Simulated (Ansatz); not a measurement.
# InHgH3 (model cell, started as cubic perovskite with Hg in the octahedra): from the cell to its phonons

Task: relax InHgH3 (model cell, started as cubic perovskite with Hg in the octahedra), then find its harmonic phonons.

Method: DFT PBE, scalar-relativistic, plane waves, PAW; PAW set soft_1, in Ansatz 0.2.0.

This is a report of a sequence of runs, with most program output left out.

The structure was built from a prototype and need not be the compound's stable phase.

### Step 1. The starting structure

Symmetry: Pm-3m, No. 221, cubic system. The conventional cell has a = 4.645 Å, b = 4.645 Å, c = 4.645 Å, α = 90.00°, β = 90.00°, γ = 90.00°. In has 12 H at 3.28 Å nearest. Hg has 6 H at 2.32 Å nearest. Nearest to H lie 2 Hg at 2.32 Å. Farther neighbours are not listed.

### Step 2. Relaxation, k-mesh 8×8×8

The cell and atoms are relaxed, since residual forces and stress would shift the frequencies.

input.yaml reads:

```yaml
crystal:
  lattice:
    - [4.6452, 0.0, 0.0]
    - [0.0, 4.6452, 0.0]
    - [0.0, 0.0, 4.6452]
  atoms:
    - { symbol: In, position: [0.0, 0.0, 0.0] }
    - { symbol: Hg, position: [0.5, 0.5, 0.5] }
    - { symbol: H, position: [0.5, 0.5, 0.0] }
    - { symbol: H, position: [0.5, 0.0, 0.5] }
    - { symbol: H, position: [0.0, 0.5, 0.5] }
kpoints:
  mp_grid: { grid: [8, 8, 8] }
hamiltonian:
  xc: pbe
  pseudopotentials: { kind: paw, azcp: { folder: soft_1 } }
scf:
  occupations: { method: gaussian, width: 0.1 }
output:
  forces: true
  stress: true
  eigenvalues: true
relax:
  adjacent_minimum: "off"
  f_tol: 0.005
  max_steps: 80
  cell: { stress_tol: 0.05 }
```

Launch:

```
$ ansatz run input.yaml --threads 4 --pin off --max-ram 16384MiB --backend cpu --events-out ev --progress --plain --runs-dir out
```

Elapsed: 5.6 s, on 4 threads of Arm Neoverse V2, shared host; peak memory 0.44 GiB.

Relaxation path:

```tsv
step	energy less that of the first step (eV)	largest force component (eV/Å)	pressure (GPa)	volume (Å³)
1	0.0000	0.0000	-7.23	100.23
2	-0.5933	0.0000	-5.97	86.28
3	-0.9481	0.0000	-2.27	73.68
4	-0.9728	0.0000	1.43	67.63
5	-0.9805	0.0000	0.04	69.57
6*	-0.9743	0.0000	-0.03	69.57
```

Relaxation steps marked * repeat the geometry before them on a plane-wave basis chosen anew for their cell, so energy and pressure can jump there.

The run keeps the 48 symmetry operations that it works with, so distortions that break them were not tested.

```tsv
conventional cell, symmetrised	before	after	change
a (Å)	4.645	4.113	-11.5 %
b (Å)	4.645	4.113	-11.5 %
c (Å)	4.645	4.113	-11.5 %
volume (Å³/atom)	20.05	13.91	-30.6 %
```

This step gave:

- pressure: -0.02599 GPa
- volume per atom: 13.91 Å³
- gap on the k-mesh: 0 eV

In this step the volume went from 20.05 to 13.91 Å³/atom.

### Step 3. Bringing the structure to rest, k-mesh 10×10×10

The relaxation is repeated from its end, on the mesh and smearing that suit the cell and gap now reached.

input.yaml, the sections that differ from step 2:

```yaml
crystal:
  lattice:
    - [4.1127704384, 0.0, 0.0]
    - [0.0, 4.1127704384, 0.0]
    - [0.0, 0.0, 4.1127704384]
  atoms:
    - { symbol: In, position: [0.0, 0.0, 0.0] }
    - { symbol: Hg, position: [0.5, 0.5, 0.5] }
    - { symbol: H, position: [0.5, 0.5, 0.0] }
    - { symbol: H, position: [0.5, 0.0, 0.5] }
    - { symbol: H, position: [0.0, 0.5, 0.5] }
kpoints:
  mp_grid: { grid: [10, 10, 10] }
output:
  forces: true
  stress: true
  eigenvalues: true
  write_density: true
  write_potential: true
  elf: true
  volumetric_format: npy
# hamiltonian, scf, relax: as in step 2
```

Wall time 4.4 s (4 threads); peak memory 0.43 GiB; 16 s of CPU time.

Relaxation path:

```tsv
step	energy less that of the first step (eV)	largest force component (eV/Å)	pressure (GPa)	volume (Å³)
1	0.0000	0.0000	0.24	69.57
2	0.0001	0.0000	-0.13	70.11
3	0.0000	0.0000	0.00	69.92
4*	-0.0003	0.0000	0.00	69.92
```

Relaxation steps marked * repeat the geometry before them on a plane-wave basis chosen anew for their cell, so energy and pressure can jump there.

The run keeps the 48 symmetry operations that it works with, so distortions that break them were not tested.

```tsv
conventional cell, symmetrised	before	after	change
a (Å)	4.113	4.120	+0.2 %
b (Å)	4.113	4.120	+0.2 %
c (Å)	4.113	4.120	+0.2 %
volume (Å³/atom)	13.91	13.98	+0.5 %
```

The relaxed structure:

```cif
data_structure
_symmetry_space_group_name_H-M 'P 1'
_symmetry_Int_Tables_number 1
_cell_length_a 4.1198
_cell_length_b 4.1198
_cell_length_c 4.1198
_cell_angle_alpha 90.000
_cell_angle_beta 90.000
_cell_angle_gamma 90.000
_cell_volume 69.92
loop_
_atom_site_label
_atom_site_type_symbol
_atom_site_fract_x
_atom_site_fract_y
_atom_site_fract_z
_atom_site_occupancy
In1 In 0.00000 0.00000 0.00000 1
Hg2 Hg 0.50000 0.50000 0.50000 1
H3 H 0.50000 0.50000 0.00000 1
H4 H 0.50000 0.00000 0.50000 1
H5 H 0.00000 0.50000 0.50000 1
```

This step gave:

| Item | Value |
| --- | --- |
| pressure | -1.58e-4 GPa |
| volume per atom | 13.98 Å³ |

In this step the volume went from 13.91 to 13.98 Å³/atom.

### Step 4. Tight relaxation

Phonons need a cell at rest on their own settings, so the relaxation is repeated with tight tolerances on forces and stress, using the mesh and the filling of the phonon run that follows.

input.yaml, the sections that differ from step 3:

```yaml
crystal:
  lattice:
    - [4.1197990213, 0.0, 0.0]
    - [0.0, 4.1197990213, 0.0]
    - [0.0, 0.0, 4.1197990213]
  atoms:
    - { symbol: In, position: [0.0, 0.0, 0.0] }
    - { symbol: Hg, position: [0.5, 0.5, 0.5] }
    - { symbol: H, position: [0.5, 0.5, 0.0] }
    - { symbol: H, position: [0.5, 0.0, 0.5] }
    - { symbol: H, position: [0.0, 0.5, 0.5] }
kpoints:
  mp_grid: { grid: [12, 12, 12] }
scf:
  occupations: { method: methfessel_paxton, width: 0.2 }
relax:
  adjacent_minimum: "off"
  f_tol: 0.001
  max_steps: 60
  cell: { stress_tol: 0.01 }
# hamiltonian, output: as in step 3
```

Run time: 6.7 s. Hardware: 4 threads; peak memory 0.45 GiB.

The steps of the relaxation:

```tsv
step	energy less that of the first step (eV)	largest force component (eV/Å)	pressure (GPa)	volume (Å³)
1	0.0000	0.0000	-0.14	69.92
2	-0.0003	0.0000	0.07	69.60
3	-0.0002	0.0000	0.00	69.71
4*	-0.0001	0.0000	0.00	69.71
```

Relaxation steps marked * repeat the geometry before them on a plane-wave basis chosen anew for their cell, so energy and pressure can jump there.

The run keeps the 48 symmetry operations that it works with, so distortions that break them were not tested.

```tsv
conventional cell, symmetrised	before	after	change
a (Å)	4.120	4.116	-0.1 %
b (Å)	4.120	4.116	-0.1 %
c (Å)	4.120	4.116	-0.1 %
volume (Å³/atom)	13.98	13.94	-0.3 %
```

Final coordinates:

```xyz
5
Lattice="4.1156 0.0000 0.0000 0.0000 4.1156 0.0000 0.0000 0.0000 4.1156" Properties=species:S:1:pos:R:3 pbc="T T T"
In    0.0000    0.0000    0.0000
Hg    2.0578    2.0578    2.0578
H     2.0578    2.0578    0.0000
H     2.0578    0.0000    2.0578
H     0.0000    2.0578    2.0578
```

Numbers from this step:

```yaml
pressure: -0.001021 GPa
volume_per_atom: 13.94 Å³
```

ELF in the ac plane at fractional y = 0.500, with atoms of Hg and H within 0.2 Å of it. It is the smooth field of the valence electrons, not physical close to the nuclei.

Ten even steps from '_' (0.34 × 1e-1) to '@' (9.97 × 1e-1), each cell a mean:
```
______..++%%@@@@@@##--______
______..--++####**==::______
______..::::::::::::....____
==--....::::------::::..::--
%%##--::----======--::::==##
@@@@==::--==++++====--::**@@
@@@@++::--==**##++==--::##@@
@@@@==::--==++**++==--::##@@
@@##--::--========--::::++%%
**==::::::----------::::--++
........::::::::::::........
______..::--==++==--..______
______..==##@@@@@@##--______
______..**@@@@@@@@%%==______
```
Columns run along a (4.1 Å), rows up along c (4.1 Å). Atoms in or near the plane, at fractional coordinates: Hg at (0.50, 0.50), H at (0.50, 0.00), H at (0.00, 0.50).

Valence density in the ac plane at fractional y = 0.500, with atoms of Hg and H within 0.2 Å of it. It is the smooth field of the valence electrons, not physical close to the nuclei.

Ten steps, logarithmic in the rise over the least value, from '0' (0 e/Å³) to '9' (16 e/Å³), each cell a mean:
```
00001233210000
00001122210000
00001122211000
00012344321100
11113577652111
32225789863222
43235899974223
43225799874223
21124678753112
11112455532111
00001223211000
00001122210000
00001133210000
00001244310000
```
Columns run along a (4.1 Å), rows up along c (4.1 Å). Atoms in or near the plane, at fractional coordinates: Hg at (0.50, 0.50), H at (0.50, 0.00), H at (0.00, 0.50).

Electrostatic potential energy in the ac plane at fractional y = 0.500, with atoms of Hg and H within 0.2 Å of it. With pseudopotentials it is smooth inside the atoms' cores, unlike the true potential.

Ten even steps from '_' (-39 eV) to '@' (12 eV), each cell a mean:
```
@@@@@@@@@@@@**==##@@@@@@@@@@
@@@@@@@@@@@@%%%%@@@@@@@@@@@@
@@@@@@@@@@@@%%%%%%@@@@@@@@@@
@@@@@@@@%%##**++**%%@@@@@@@@
@@@@@@@@##==::..::==%%@@@@@@
**%%@@%%++::______::**%%@@##
::++@@%%==..______..++%%%%==
==##@@%%==..______::**%%%%**
%%@@@@@@**--....::==##@@@@@@
@@@@@@@@%%**====++##%%@@@@@@
@@@@@@@@@@@@%%%%%%@@@@@@@@@@
@@@@@@@@@@@@@@@@@@@@@@@@@@@@
@@@@@@@@@@@@##++%%@@@@@@@@@@
@@@@@@@@@@%%==::**@@@@@@@@@@
```
Columns run along a (4.1 Å; values clipped at the 3rd and 97th percentile), rows up along c (4.1 Å). Atoms in or near the plane, at fractional coordinates: Hg at (0.50, 0.50), H at (0.50, 0.00), H at (0.00, 0.50).

The forces vanish by symmetry and the pressure is -0.001 GPa, within the tolerances set. The cell now holds 13.94 Å³/atom.

### Step 5. Modes at Γ

The zone centre comes first: it holds the modes that light can see, as far as symmetry allows. No field response is asked, since the mesh shows no gap.

input.yaml, the sections that differ from step 4:

```yaml
crystal:
  lattice:
    - [4.1155676698, 0.0, 0.0]
    - [0.0, 4.1155676698, 0.0]
    - [0.0, 0.0, 4.1155676698]
  atoms:
    - { symbol: In, position: [0.0, 0.0, 0.0] }
    - { symbol: Hg, position: [0.5, 0.5, 0.5] }
    - { symbol: H, position: [0.5, 0.5, 0.0] }
    - { symbol: H, position: [0.5, 0.0, 0.5] }
    - { symbol: H, position: [0.0, 0.5, 0.5] }
output:
  eigenvalues: true
phonons:
  method: dfpt
# kpoints, hamiltonian, scf: as in step 4
# relax: removed
```

Run time: 52 s. Hardware: 4 threads; peak memory 1.6 GiB; 3.3 min of CPU time.

Numbers from this step:

```
sum-rule residual before enforcement                    : 4.92e-5 eV/Å²
point group                                             : m-3m
highest optical mode at the zone centre (no LO-TO term) : 866.8 cm⁻¹
lowest optical zone-centre mode                         : -21.03 cm⁻¹
```

Patterns of degenerate modes are one choice out of their space. Modes at Γ, with each element's share of the kinetic energy (negative means imaginary):

```tsv
mode	frequency (cm⁻¹)	symmetry	In %	Hg %	H %
1	-21.0	T1u	62	32	7
2	-21.0	T1u	62	32	7
3	-21.0	T1u	62	32	7
4	0.0	acoustic	36	63	1
5	0.0	acoustic	36	63	1
6	0.0	acoustic	36	63	1
7	232.2	T1u	2	5	92
8	232.2	T1u	2	5	92
9	232.2	T1u	2	5	92
10	517.7	T2u	0	0	100
11	517.7	T2u	0	0	100
12	517.7	T2u	0	0	100
13	866.8	T1u	0	0	100
14	866.8	T1u	0	0	100
15	866.8	T1u	0	0	100
```

Displacements in mode 1 (-21.0 cm⁻¹), the largest set to 1:
```
In1 -0.02  0.03  0.47
Hg2  0.01 -0.02 -0.26
H3   0.05 -0.07 -0.85
H4   0.05 -0.06 -1.00
H5   0.04 -0.07 -1.00
```

Displacements in mode 10 (517.7 cm⁻¹), the largest set to 1:
```
In1  0.00  0.00  0.00
Hg2  0.00  0.00  0.00
H3   0.07  1.00  0.00
H4  -0.07  0.00  0.52
H5   0.00 -1.00 -0.52
```

Before it was imposed, the acoustic sum rule was missed by 4.9e-5 eV/Å². Small misses are needed for a sound result but don't prove that mesh and cutoff are converged. The lowest optical mode is imaginary, 21.0i cm⁻¹, so the energy falls along it.

### Step 6. The dispersion

Stability and thermal properties need the whole zone. Linear response on a 4×4×4 q mesh gives force constants as far as a supercell of that size would.

Edit input.yaml of step 5 so:

```diff
@@ -22 +22,8 @@
   method: dfpt
+  qmesh: [4, 4, 4]
+  temperatures: { t_max: 1000, t_step: 50 }
+  qpath:
+    path:
+      - [[0.0, 0.0, 0.0], [0.0, 0.5, 0.0], [0.5, 0.5, 0.0], [0.0, 0.0, 0.0], [0.5, 0.5, 0.5], [0.0, 0.5, 0.0]]
+      - [[0.5, 0.5, 0.5], [0.5, 0.5, 0.0]]
+    npoints: 10
```

It took 23 min on 4 threads; peak memory 5.4 GiB; 1.5 h of CPU time.

This step gave:

- sum-rule residual before enforcement: 4.93e-5 eV/Å²
- lowest frequency on the path: -753.7 cm⁻¹
- highest frequency on the path or at a solved wavevector: 866.8 cm⁻¹
- lowest mode on the q mesh (acoustic modes at Γ apart): -753.7 cm⁻¹

Frequencies (cm⁻¹) solved at each irreducible wavevector; negative means imaginary. Frequencies by wavevector, by row:

```tsv
q in reciprocal lattice units	star	mode 1	mode 2	mode 3	mode 4	mode 13	mode 14	mode 15
0 0 0	1	-21	-21	-21	0	866.8	866.8	866.8
0 0 0.25	6	-248.9	13.4	13.4	39	714.3	832.2	832.2
0 0 -0.5	3	-565.7	24.3	24.3	44.4	631.3	801.6	801.6
0 0.25 0.25	12	-407.9	17.6	18.7	42.5	608.3	726.7	810.2
0 0.25 -0.5	12	-646	22.8	26.6	36.3	600.9	639.2	787
0 -0.5 -0.5	3	-705.9	22.2	28.9	28.9	490.8	639.8	773.9
0.25 0.25 0.25	8	-408.1	-408.1	28.1	28.1	577.3	577.3	742.1
0.25 0.25 -0.5	12	-686.9	-456.1	26.4	31.5	572.3	620.9	677.9
0.25 -0.5 -0.5	6	-682.6	-564.6	37	37.2	561.2	615.3	617.1
-0.5 -0.5 -0.5	1	-753.7	-753.7	45.6	45.6	556.6	556.6	556.6
```

Interpolated from a 4×4×4 q mesh. The phonon branches at the labelled points (cm⁻¹):

```tsv
point	branch 1	branch 2	branch 3	branch 4	branch 12	branch 13	branch 14	branch 15
Γ	-21	-21	-21	0	518	867	867	867
halfway	-249	13	13	39	504	714	832	832
X	-566	24	24	44	512	631	802	802
halfway	-646	23	27	36	522	601	639	787
M	-706	22	29	29	491	491	640	774
halfway	-408	18	19	42	545	608	727	810
Γ	-21	-21	-21	0	518	867	867	867
halfway	-408	-408	28	28	532	577	577	742
R	-754	-754	46	46	544	557	557	557
halfway	-687	-456	26	32	515	572	621	678
X	-566	24	24	44	512	631	802	802
jump to R	-754	-754	46	46	544	557	557	557
halfway	-683	-565	37	37	561	561	615	617
M	-706	22	29	29	491	491	640	774
```

Tetrahedra on a 16×16×16 mesh, mean over bins of 20 cm-1. Interpolated from a 4×4×4 q mesh. The phonon density of states by wavenumber; read off at these points:

wavenumber (cm⁻¹), phonon density of states (1/cm⁻¹/cell) and a bar:
```
     -750      0.000 
     -710      0.002 
     -670      0.006 ##
     -610      0.004 #
     -570      0.003 #
     -530      0.002 #
     -490      0.002 
     -450      0.002 
     -390      0.001 
     -350      0.001 
     -310      0.001 
     -270      0.001 
     -230      0.001 
     -190      0.001 
     -130      0.001 
      -90      0.001 
      -50      0.001 
      -10      0.004 #
       30      0.116 ##############################
       90      0.056 ##############
      130      0.002 
      170      0.002 
      210      0.002 
      250      0.003 #
      310      0.012 ###
      350      0.014 ####
      390      0.015 ####
      430      0.021 ######
      470      0.018 #####
      510      0.019 #####
      530      0.033 ########
      570      0.017 ####
      610      0.011 ###
      630      0.020 #####
      650      0.012 ###
      690      0.006 #
      730      0.006 ##
      790      0.012 ###
      830      0.005 #
      870      0.000
```

The partial phonon density of states has structure finer than the step of the table below, so its rows give means over 50 cm⁻¹, whole bins alone (the curve runs from -756 to 903 cm⁻¹). Peaks (cm⁻¹: height): H -682.9: 0.00746, 443.8: 0.0207, 527.3: 0.0270, 631.6: 0.0188, 788.1: 0.0118; Hg 78.7: 0.0469; In 26.5: 0.0641.

Phonopy on the run's constants, 13x13x13 mesh, Gaussian sigma 11.8 cm-1. Interpolated from a 4×4×4 q mesh. The partial phonon density of states by wavenumber; means over each step; values in 1/cm⁻¹/cell:

```tsv
wavenumber (cm⁻¹)	H	Hg	In
-700	0.00465	0	0
-650	0.00515	0	0
-600	0.00314	0	0
-550	0.00247	0	0
-500	0.00244	0	0
-450	0.00146	0	0
-400	0.00117	0	0
-350	0.00120	0	0
-300	0.00113	1.2e-6	1.2e-6
-250	0.00192	3.8e-6	3.8e-6
-200	3.2e-4	2.0e-6	2.0e-6
-150	0.00114	5.5e-5	4.1e-5
-100	8.3e-4	1.3e-4	1.0e-4
-50	1.5e-4	1.9e-4	3.3e-4
0	8.3e-5	0.00562	0.0198
50	2.6e-4	0.0326	0.0333
100	3.1e-4	0.0209	0.00627
150	3.4e-4	1.7e-4	7.7e-5
200	7.0e-4	4.2e-5	1.9e-5
250	0.00395	6.2e-5	2.4e-5
300	0.00849	4.2e-5	1.5e-5
350	0.0136	3.8e-5	1.0e-5
400	0.0162	2.2e-5	9.8e-6
450	0.0190	1.3e-5	8.4e-7
500	0.0188	1.3e-5	0
550	0.0202	1.3e-5	4.2e-6
600	0.0118	8.9e-6	0
650	0.0125	1.0e-5	0
700	0.00599	0	0
750	0.00746	2.6e-6	0
800	0.00973	5.7e-6	0
850	0.00283	0	0
```

Symmetry leaves 10 wavevectors to solve. The lowest mode among them, the acoustic zeros apart, lies at q = (-0.5, -0.5, -0.5) and is imaginary, 753.7i cm⁻¹, so the energy falls along it.

### Step 7. Summary of results

```
space group after relaxation (within 0.01 Å)            : Pm-3m
volume per atom                                         : 13.9 Å³
electronic character                                    : no gap on this mesh
highest optical mode at the zone centre (no LO-TO term) : 867 cm⁻¹
lowest optical zone-centre mode                         : -21.0 cm⁻¹
lowest mode on the q mesh (acoustic modes at Γ apart)   : -754 cm⁻¹
highest frequency on the path or at a solved wavevector : 867 cm⁻¹
imaginary modes on the 4×4×4 q mesh                     : yes
```

Modes are clearly imaginary (beyond 10i cm⁻¹) at 10 of the 10 irreducible wavevectors, most at q = (-0.5, -0.5, -0.5) (753.7i cm⁻¹), so this structure is not a minimum of the energy. The optical modes at Γ span -21 to 867 cm⁻¹ (negative means imaginary). The highest mode in this list at Γ, 866.8 cm⁻¹, is mostly motion of H (100 % of the kinetic energy). With no gap, or one that is small against the smearing, the frequencies hang on the k mesh and the smearing, most of all near Kohn anomalies. Spin-orbit coupling is left out, which can matter for the heavy elements here. The starting cell was built on a prototype and not taken from a measurement, so the phase need not exist. These are harmonic frequencies at zero temperature: anharmonic shifts, linewidths and thermal expansion are left out.

[Logs are printed without paths, hosts, clocks, repeated set-up lines and the standing remarks that a program may print on its own settings, such as how far it seeks lower states.]

[Hosts, paths, dates, database ids (printed as entryN), source tags and the programs' standing remarks are cut or masked in the printed files.]
